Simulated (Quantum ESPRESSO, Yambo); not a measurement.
# Bi2S2O (P4/nmm): G0W0 with Yambo, start to end, part 2 of 3

How does a plane-wave GW calculation on Bi2S2O (P4/nmm) run from the first input to the gap?

Quantum ESPRESSO 7.5 and Yambo 5.3.0; PBEsol and many-body steps on it, plane waves. Known limits of the many-body steps: not at the basis limit; no spin-orbit coupling; coarse k mesh.

So far. Step 2 (Ground state): The gap is direct, at (0.000, -0.500, 0.000).

## 3. Bands along the symmetry lines

Level of this step: DFT, PBEsol, plane waves, norm-conserving pseudopotentials (Quantum ESPRESSO).

The cheap functional maps the bands first; the places of the edges decide which points the dearer methods must see.

Contents of pw.in:

```
&control
  calculation = 'bands'
  prefix = 'x'
  outdir = 'o'
  pseudo_dir = 'pseudo'
/
&system
  ibrav = 0
  nat = 10
  ntyp = 3
  ecutwfc = 76.0
  nbnd = 70
  force_symmorphic = .true.
/
&electrons
  conv_thr = 1e-9
  electron_maxstep = 80
  diago_full_acc = .true.
  diago_thr_init = 5e-6
/
ATOMIC_SPECIES
  Bi 208.98 Bi.upf
  S 32.06 S.upf
  O 15.999 O.upf
CELL_PARAMETERS angstrom
  3.9541013900 0.0000000000 0.0000000000
  0.0000000000 3.9541013900 0.0000000000
  0.0000000000 0.0000000000 14.0505795800
ATOMIC_POSITIONS crystal
  Bi 0.0000000000 0.5000000000 0.8664958300
  Bi 0.5000000000 0.0000000000 0.1335041700
  Bi 0.5000000000 0.0000000000 0.5890931400
  Bi 0.0000000000 0.5000000000 0.4109068600
  S 0.5000000000 0.0000000000 0.8943134100
  S 0.0000000000 0.5000000000 0.1056865900
  S 0.0000000000 0.5000000000 0.6874875200
  S 0.5000000000 0.0000000000 0.3125124800
  O 0.0000000000 0.0000000000 0.5000000000
  O 0.5000000000 0.5000000000 0.5000000000
K_POINTS crystal
  75
  0.00000000 0.00000000 0.00000000 1
  0.00000000 0.06250000 0.00000000 1
  0.00000000 0.12500000 0.00000000 1
  0.00000000 0.18750000 0.00000000 1
  0.00000000 0.25000000 0.00000000 1
  0.00000000 0.31250000 0.00000000 1
  0.00000000 0.37500000 0.00000000 1
  0.00000000 0.43750000 0.00000000 1
  0.00000000 0.50000000 0.00000000 1
  0.06250000 0.50000000 0.00000000 1
  0.12500000 0.50000000 0.00000000 1
  0.18750000 0.50000000 0.00000000 1
  0.25000000 0.50000000 0.00000000 1
  0.31250000 0.50000000 0.00000000 1
  0.37500000 0.50000000 0.00000000 1
  0.43750000 0.50000000 0.00000000 1
  0.50000000 0.50000000 0.00000000 1
  0.43750000 0.43750000 0.00000000 1
  0.37500000 0.37500000 0.00000000 1
  0.31250000 0.31250000 0.00000000 1
  0.25000000 0.25000000 0.00000000 1
  0.18750000 0.18750000 0.00000000 1
  0.12500000 0.12500000 0.00000000 1
  0.06250000 0.06250000 0.00000000 1
  0.00000000 0.00000000 0.00000000 1
  0.00000000 0.00000000 0.06250000 1
  0.00000000 0.00000000 0.12500000 1
  0.00000000 0.00000000 0.18750000 1
  0.00000000 0.00000000 0.25000000 1
  0.00000000 0.00000000 0.31250000 1
  0.00000000 0.00000000 0.37500000 1
  0.00000000 0.00000000 0.43750000 1
  0.00000000 0.00000000 0.50000000 1
  0.00000000 0.06250000 0.50000000 1
  0.00000000 0.12500000 0.50000000 1
  0.00000000 0.18750000 0.50000000 1
  0.00000000 0.25000000 0.50000000 1
  0.00000000 0.31250000 0.50000000 1
  0.00000000 0.37500000 0.50000000 1
  0.00000000 0.43750000 0.50000000 1
  0.00000000 0.50000000 0.50000000 1
  0.06250000 0.50000000 0.50000000 1
  0.12500000 0.50000000 0.50000000 1
  0.18750000 0.50000000 0.50000000 1
  0.25000000 0.50000000 0.50000000 1
  0.31250000 0.50000000 0.50000000 1
  0.37500000 0.50000000 0.50000000 1
  0.43750000 0.50000000 0.50000000 1
  0.50000000 0.50000000 0.50000000 1
  0.43750000 0.43750000 0.50000000 1
  0.37500000 0.37500000 0.50000000 1
  0.31250000 0.31250000 0.50000000 1
  0.25000000 0.25000000 0.50000000 1
  0.18750000 0.18750000 0.50000000 1
  0.12500000 0.12500000 0.50000000 1
  0.06250000 0.06250000 0.50000000 1
  0.00000000 0.00000000 0.50000000 1
  0.00000000 0.50000000 0.00000000 1
  0.00000000 0.50000000 0.06250000 1
  0.00000000 0.50000000 0.12500000 1
  0.00000000 0.50000000 0.18750000 1
  0.00000000 0.50000000 0.25000000 1
  0.00000000 0.50000000 0.31250000 1
  0.00000000 0.50000000 0.37500000 1
  0.00000000 0.50000000 0.43750000 1
  0.00000000 0.50000000 0.50000000 1
  0.50000000 0.50000000 0.00000000 1
  0.50000000 0.50000000 0.06250000 1
  0.50000000 0.50000000 0.12500000 1
  0.50000000 0.50000000 0.18750000 1
  0.50000000 0.50000000 0.25000000 1
  0.50000000 0.50000000 0.31250000 1
  0.50000000 0.50000000 0.37500000 1
  0.50000000 0.50000000 0.43750000 1
  0.50000000 0.50000000 0.50000000 1
```

Run with:

```sh
OMP_NUM_THREADS=1 mpirun -n 4 pw.x -nk 4 -in pw.in > pw.out
```

The log of the run:

```text
[banner, memory and clock lines left out]
Program PWSCF v.7.5 starts

     Atomic positions and unit cell read from directory:
     o/x.save/

     Message from routine setup:
     using ibrav=0 with symmetry is DISCOURAGED, use correct ibrav instead

     G-vector sticks info

     bravais-lattice index     =            0
     lattice parameter (alat)  =       7.4722  a.u.
     unit-cell volume          =    1482.4718 (a.u.)^3
     number of atoms/cell      =           10
     number of atomic types    =            3
     number of electrons       =       128.00
     number of Kohn-Sham states=           70
     kinetic-energy cutoff     =      76.0000  Ry
     charge density cutoff     =     304.0000  Ry
     Exchange-correlation= PBESOL
                           (   1   4  10   8   0   0   0)

     celldm(1)=   7.472169  celldm(2)=   0.000000  celldm(3)=   0.000000
     celldm(4)=   0.000000  celldm(5)=   0.000000  celldm(6)=   0.000000

     crystal axes: (cart. coord. in units of alat)
               a(1) = (   1.000000   0.000000   0.000000 )
               a(2) = (   0.000000   1.000000   0.000000 )
               a(3) = (   0.000000   0.000000   3.553419 )

     reciprocal axes: (cart. coord. in units 2 pi/alat)
               b(1) = (  1.000000  0.000000  0.000000 )
               b(2) = (  0.000000  1.000000  0.000000 )
               b(3) = (  0.000000  0.000000  0.281419 )
     Pseudo is Norm-conserving + core correction, Zval = 23.0
     Generated using ONCVPSP code by D. R. Hamann
     Using radial grid of 1472 points,  6 beta functions with:
     Pseudo is Norm-conserving + core correction, Zval =  6.0
     Generated using ONCVPSP code by D. R. Hamann
     Using radial grid of 1146 points,  6 beta functions with:
     Pseudo is Norm-conserving + core correction, Zval =  6.0
     Generated using ONCVPSP code by D. R. Hamann
     Using radial grid of  936 points,  5 beta functions with:
     Bi               23.00   208.98000     Bi( 1.00)
     S                 6.00    32.06000     S ( 1.00)
     O                 6.00    15.99900     O ( 1.00)

      8 Sym. Ops. (no inversion) found

   Cartesian axes

     site n.     atom                  positions (alat units)
         1        Bi     tau(   1) = (   0.0000000   0.5000000   3.0790229  )
         2        Bi     tau(   2) = (   0.5000000   0.0000000   0.4743963  )
         3        Bi     tau(   3) = (   0.5000000   0.0000000   2.0932948  )
         4        Bi     tau(   4) = (   0.0000000   0.5000000   1.4601243  )
         5        S      tau(   5) = (   0.5000000   0.0000000   3.1778704  )
         6        S      tau(   6) = (   0.0000000   0.5000000   0.3755488  )
         7        S      tau(   7) = (   0.0000000   0.5000000   2.4429313  )
         8        S      tau(   8) = (   0.5000000   0.0000000   1.1104878  )
         9        O      tau(   9) = (   0.0000000   0.0000000   1.7767096  )
        10        O      tau(  10) = (   0.5000000   0.5000000   1.7767096  )

     number of k points=    75
                       cart. coord. in units 2pi/alat
        k(    1) = (   0.0000000   0.0000000   0.0000000), wk =   0.0266667
        k(    2) = (   0.0000000   0.0625000   0.0000000), wk =   0.0266667
        k(    3) = (   0.0000000   0.1250000   0.0000000), wk =   0.0266667
[...]
[... 63 further rows ...]
        k(   74) = (   0.5000000   0.5000000   0.1231209), wk =   0.0266667
        k(   75) = (   0.5000000   0.5000000   0.1407095), wk =   0.0266667

     Dense  grid:   132683 G-vectors     FFT dimensions: (  45,  45, 150)

     The potential is recalculated from file :
     o/x.save/charge-density

     Starting wfcs are   76 randomized atomic wfcs

     Band Structure Calculation

     End of band structure calculation

          k = 0.0000 0.0000 0.0000 ( 16621 PWs)   bands (ev):

  -143.7840-143.7839-143.4767-143.4766 -81.8357 -81.8357 -81.8357 -81.8357
   -81.7719 -81.7719 -81.5166 -81.5164 -81.4981 -81.4981 -81.4980 -81.4980
   -13.1666 -13.1658 -13.1304 -13.1274 -13.1271 -13.1267 -13.0648 -13.0648
   -13.0616 -13.0616 -12.9926 -12.8243 -12.8243 -12.8218 -12.8057 -12.7908
[...]
10.9996  11.7441  13.4408  13.6198  13.6198  13.7672

          k = 0.0000 0.0625 0.0000 ( 16649 PWs)   bands (ev):

  -143.7840-143.7840-143.4767-143.4767 -81.8357 -81.8357 -81.8357 -81.8357
[...]
11.1609  11.8328  13.4235  13.4968  13.5562  13.7649

          k = 0.0000 0.1250 0.0000 ( 16625 PWs)   bands (ev):

  -143.7840-143.7840-143.4767-143.4766 -81.8357 -81.8357 -81.8357 -81.8357
[...]
11.5639  12.0504  13.1751  13.3406  13.3893  13.5662

[...]
k = 0.5000 0.5000 0.1231 ( 16600 PWs)   bands (ev):

  -143.7840-143.7840-143.4767-143.4767 -81.8357 -81.8357 -81.8357 -81.8357
[...]
12.6265  12.6265  13.2983  13.2983  13.5236  13.5236

          k = 0.5000 0.5000 0.1407 ( 16608 PWs)   bands (ev):

  -143.7840-143.7840-143.4767-143.4767 -81.8357 -81.8357 -81.8357 -81.8357
[...]
4.5662   4.5662   4.7060   4.7060   5.8288   5.8288   6.8850   6.8850
     7.1005   7.1005   8.0973   8.0973   8.1343   8.1343   8.5612   8.5612
    12.6353  12.6353  13.2910  13.2910  13.5074  13.5074

     XML data file, pseudopotentials, collected wavefunctions
```

The job ended after 2.3 min (4 MPI ranks of Arm Neoverse V2, shared host; peak memory 0.88 GiB).

Numbers from this step:

| Item | Value |
| --- | --- |
| gap | 0.9445 eV |
| k of the valence top | 0, 0.5, 0 |
| k of the conduction bottom | 0, 0.5, 0 |
| least direct gap | 0.9445 eV |

The gap is 0.944 eV, as in the run before at this level.

The electronic bands at the labelled points (eV, zero at the top of the highest filled band):

| point | band 61 | band 62 | band 63 | band 64 | band 65 | band 66 | band 67 | band 68 |
| --- | --- | --- | --- | --- | --- | --- | --- | --- |
| Γ | -0.99 | -0.92 | -0.75 | -0.75 | 1.40 | 2.15 | 3.84 | 4.02 |
| halfway | -0.90 | -0.78 | -0.65 | -0.62 | 2.52 | 2.74 | 2.81 | 3.02 |
| X | -0.47 | -0.47 | 0.00 | 0.00 | 0.94 | 0.94 | 1.50 | 1.50 |
| halfway | -1.23 | -1.23 | -0.80 | -0.80 | 2.67 | 2.67 | 3.43 | 3.43 |
| M | -1.46 | -1.46 | -1.17 | -1.17 | 2.86 | 2.86 | 3.93 | 3.93 |
| halfway | -1.01 | -0.98 | -0.41 | -0.37 | 1.71 | 2.00 | 2.31 | 3.31 |
| Γ | -0.99 | -0.92 | -0.75 | -0.75 | 1.40 | 2.15 | 3.84 | 4.02 |
| halfway | -1.09 | -0.87 | -0.74 | -0.74 | 1.45 | 2.22 | 3.79 | 4.06 |
| Z | -1.10 | -0.90 | -0.73 | -0.73 | 1.51 | 2.27 | 3.78 | 4.11 |
| halfway | -0.91 | -0.64 | -0.64 | -0.53 | 2.37 | 2.77 | 2.92 | 3.02 |
| R | -0.50 | -0.50 | 0.00 | 0.00 | 0.95 | 0.95 | 1.50 | 1.50 |
| halfway | -1.18 | -1.18 | -1.15 | -1.15 | 2.97 | 2.97 | 3.14 | 3.14 |
| A | -1.46 | -1.46 | -1.04 | -1.04 | 3.04 | 3.04 | 3.69 | 3.69 |
| halfway | -1.00 | -0.85 | -0.52 | -0.25 | 1.69 | 1.95 | 2.30 | 3.65 |
| Z | -1.10 | -0.90 | -0.73 | -0.73 | 1.51 | 2.27 | 3.78 | 4.11 |
| jump to X | -0.47 | -0.47 | 0.00 | 0.00 | 0.94 | 0.94 | 1.50 | 1.50 |
| halfway | -0.49 | -0.49 | 0.00 | 0.00 | 0.95 | 0.95 | 1.50 | 1.50 |
| R | -0.50 | -0.50 | 0.00 | 0.00 | 0.95 | 0.95 | 1.50 | 1.50 |
| jump to M | -1.46 | -1.46 | -1.17 | -1.17 | 2.86 | 2.86 | 3.93 | 3.93 |
| halfway | -1.46 | -1.46 | -1.10 | -1.10 | 2.94 | 2.94 | 3.80 | 3.80 |
| A | -1.46 | -1.46 | -1.04 | -1.04 | 3.04 | 3.04 | 3.69 | 3.69 |

## 4. Empty states on the mesh, 4×4×1 mesh, 295 bands

The sums over transitions need many empty states on a uniform mesh; this step solves for them.

Contents of pw.in:

```
&control
  calculation = 'nscf'
  prefix = 'x'
  outdir = 'o'
  pseudo_dir = 'pseudo'
/
&system
  ibrav = 0
  nat = 10
  ntyp = 3
  ecutwfc = 76.0
  nbnd = 295
  force_symmorphic = .true.
/
&electrons
  conv_thr = 1e-9
  electron_maxstep = 80
  diago_full_acc = .true.
  diago_thr_init = 5e-6
/
ATOMIC_SPECIES
  Bi 208.98 Bi.upf
  S 32.06 S.upf
  O 15.999 O.upf
CELL_PARAMETERS angstrom
  3.9541013900 0.0000000000 0.0000000000
  0.0000000000 3.9541013900 0.0000000000
  0.0000000000 0.0000000000 14.0505795800
ATOMIC_POSITIONS crystal
  Bi 0.0000000000 0.5000000000 0.8664958300
  Bi 0.5000000000 0.0000000000 0.1335041700
  Bi 0.5000000000 0.0000000000 0.5890931400
  Bi 0.0000000000 0.5000000000 0.4109068600
  S 0.5000000000 0.0000000000 0.8943134100
  S 0.0000000000 0.5000000000 0.1056865900
  S 0.0000000000 0.5000000000 0.6874875200
  S 0.5000000000 0.0000000000 0.3125124800
  O 0.0000000000 0.0000000000 0.5000000000
  O 0.5000000000 0.5000000000 0.5000000000
K_POINTS automatic
  4 4 1 0 0 0
```

The log of the run:

```text
[banner, memory and clock lines left out]
Program PWSCF v.7.5 starts

     Atomic positions and unit cell read from directory:
     o/x.save/

     Message from routine setup:
     using ibrav=0 with symmetry is DISCOURAGED, use correct ibrav instead

     G-vector sticks info

     bravais-lattice index     =            0
     lattice parameter (alat)  =       7.4722  a.u.
     unit-cell volume          =    1482.4718 (a.u.)^3
     number of atoms/cell      =           10
     number of atomic types    =            3
     number of electrons       =       128.00
     number of Kohn-Sham states=          295
     kinetic-energy cutoff     =      76.0000  Ry
     charge density cutoff     =     304.0000  Ry
     Exchange-correlation= PBESOL
                           (   1   4  10   8   0   0   0)

     celldm(1)=   7.472169  celldm(2)=   0.000000  celldm(3)=   0.000000
     celldm(4)=   0.000000  celldm(5)=   0.000000  celldm(6)=   0.000000

     crystal axes: (cart. coord. in units of alat)
               a(1) = (   1.000000   0.000000   0.000000 )
               a(2) = (   0.000000   1.000000   0.000000 )
               a(3) = (   0.000000   0.000000   3.553419 )

     reciprocal axes: (cart. coord. in units 2 pi/alat)
               b(1) = (  1.000000  0.000000  0.000000 )
               b(2) = (  0.000000  1.000000  0.000000 )
               b(3) = (  0.000000  0.000000  0.281419 )
     Pseudo is Norm-conserving + core correction, Zval = 23.0
     Generated using ONCVPSP code by D. R. Hamann
     Using radial grid of 1472 points,  6 beta functions with:
     Pseudo is Norm-conserving + core correction, Zval =  6.0
     Generated using ONCVPSP code by D. R. Hamann
     Using radial grid of 1146 points,  6 beta functions with:
     Pseudo is Norm-conserving + core correction, Zval =  6.0
     Generated using ONCVPSP code by D. R. Hamann
     Using radial grid of  936 points,  5 beta functions with:
     Bi               23.00   208.98000     Bi( 1.00)
     S                 6.00    32.06000     S ( 1.00)
     O                 6.00    15.99900     O ( 1.00)

      8 Sym. Ops. (no inversion) found

   Cartesian axes

     site n.     atom                  positions (alat units)
         1        Bi     tau(   1) = (   0.0000000   0.5000000   3.0790229  )
         2        Bi     tau(   2) = (   0.5000000   0.0000000   0.4743963  )
         3        Bi     tau(   3) = (   0.5000000   0.0000000   2.0932948  )
         4        Bi     tau(   4) = (   0.0000000   0.5000000   1.4601243  )
         5        S      tau(   5) = (   0.5000000   0.0000000   3.1778704  )
         6        S      tau(   6) = (   0.0000000   0.5000000   0.3755488  )
         7        S      tau(   7) = (   0.0000000   0.5000000   2.4429313  )
         8        S      tau(   8) = (   0.5000000   0.0000000   1.1104878  )
         9        O      tau(   9) = (   0.0000000   0.0000000   1.7767096  )
        10        O      tau(  10) = (   0.5000000   0.5000000   1.7767096  )

     number of k points=     6
                       cart. coord. in units 2pi/alat
        k(    1) = (   0.0000000   0.0000000   0.0000000), wk =   0.1250000
        k(    2) = (   0.0000000   0.2500000   0.0000000), wk =   0.5000000
        k(    3) = (   0.0000000  -0.5000000   0.0000000), wk =   0.2500000
        k(    4) = (   0.2500000   0.2500000   0.0000000), wk =   0.5000000
        k(    5) = (   0.2500000  -0.5000000   0.0000000), wk =   0.5000000
        k(    6) = (  -0.5000000  -0.5000000   0.0000000), wk =   0.1250000

     Dense  grid:   132683 G-vectors     FFT dimensions: (  45,  45, 150)

     The potential is recalculated from file :
     o/x.save/charge-density

     Starting wfcs are   76 randomized atomic wfcs +  219 random wfcs

     Band Structure Calculation

     End of band structure calculation

          k = 0.0000 0.0000 0.0000 ( 16621 PWs)   bands (ev):

  -143.7840-143.7839-143.4767-143.4766 -81.8357 -81.8357 -81.8357 -81.8357
   -81.7719 -81.7719 -81.5166 -81.5164 -81.4981 -81.4981 -81.4980 -81.4980
   -13.1666 -13.1658 -13.1304 -13.1274 -13.1271 -13.1267 -13.0648 -13.0648
   -13.0616 -13.0616 -12.9926 -12.8243 -12.8243 -12.8218 -12.8057 -12.7908
[...]
[... 25 further rows ...]
[...]
58.7546  58.8263  58.8263  58.8888  59.2478  59.3602  59.7346

          k = 0.0000 0.2500 0.0000 ( 16605 PWs)   bands (ev):

  -143.7840-143.7840-143.4767-143.4766 -81.8357 -81.8357 -81.8357 -81.8357
[...]
[... 25 further rows ...]
[...]
59.6780  59.9335  59.9880  60.2105  60.2283  60.2431  60.4720

          k = 0.0000-0.5000 0.0000 ( 16560 PWs)   bands (ev):

  -143.7840-143.7840-143.4766-143.4766 -81.8358 -81.8358 -81.8357 -81.8357
[...]
13.8087  13.8087  14.4602  14.4603  16.5829  16.5829  17.1740  17.1740
     [... 25 further rows ...]
    59.0817  59.0817  59.2417  59.2418  59.3457  59.3457  60.0478  60.0478
    60.2815  60.2815  60.6528  60.6529  61.1914  61.1915  61.2479

          k = 0.2500 0.2500 0.0000 ( 16593 PWs)   bands (ev):

     [... further k-points ...]

     highest occupied, lowest unoccupied level (ev):     9.5965   10.5410

     XML data file, pseudopotentials, collected wavefunctions
```

Wall time 2.3 min (4 MPI ranks); peak memory 2 GiB; 9.2 min of CPU time.

This step gave:

```
gap                                                           : 0.9445 eV
k of the valence top                                          : 0, -0.5, 0
k of the conduction bottom                                    : 0, -0.5, 0
least direct gap                                              : 0.9445 eV
k points computed                                             : 6
lowest point of the top converged band, above the valence top : 50.1380 eV
```

On this mesh the gap is 0.944 eV.

(Part 2 of 3 ends here.)

[Paths, hosts, dates, memory and timing lines, banners, echoed tables and standing remarks are left out of the program output.]

[Logs are printed without paths, hosts, clocks, repeated set-up lines and the standing remarks that a program may print on its own settings, such as how far it seeks lower states.]

[Runs of the session that timed out or met a known fault of the program may be left out.]

[Hosts, paths, dates, database ids (printed as entryN), source tags and the programs' standing remarks are cut or masked in the printed files.]
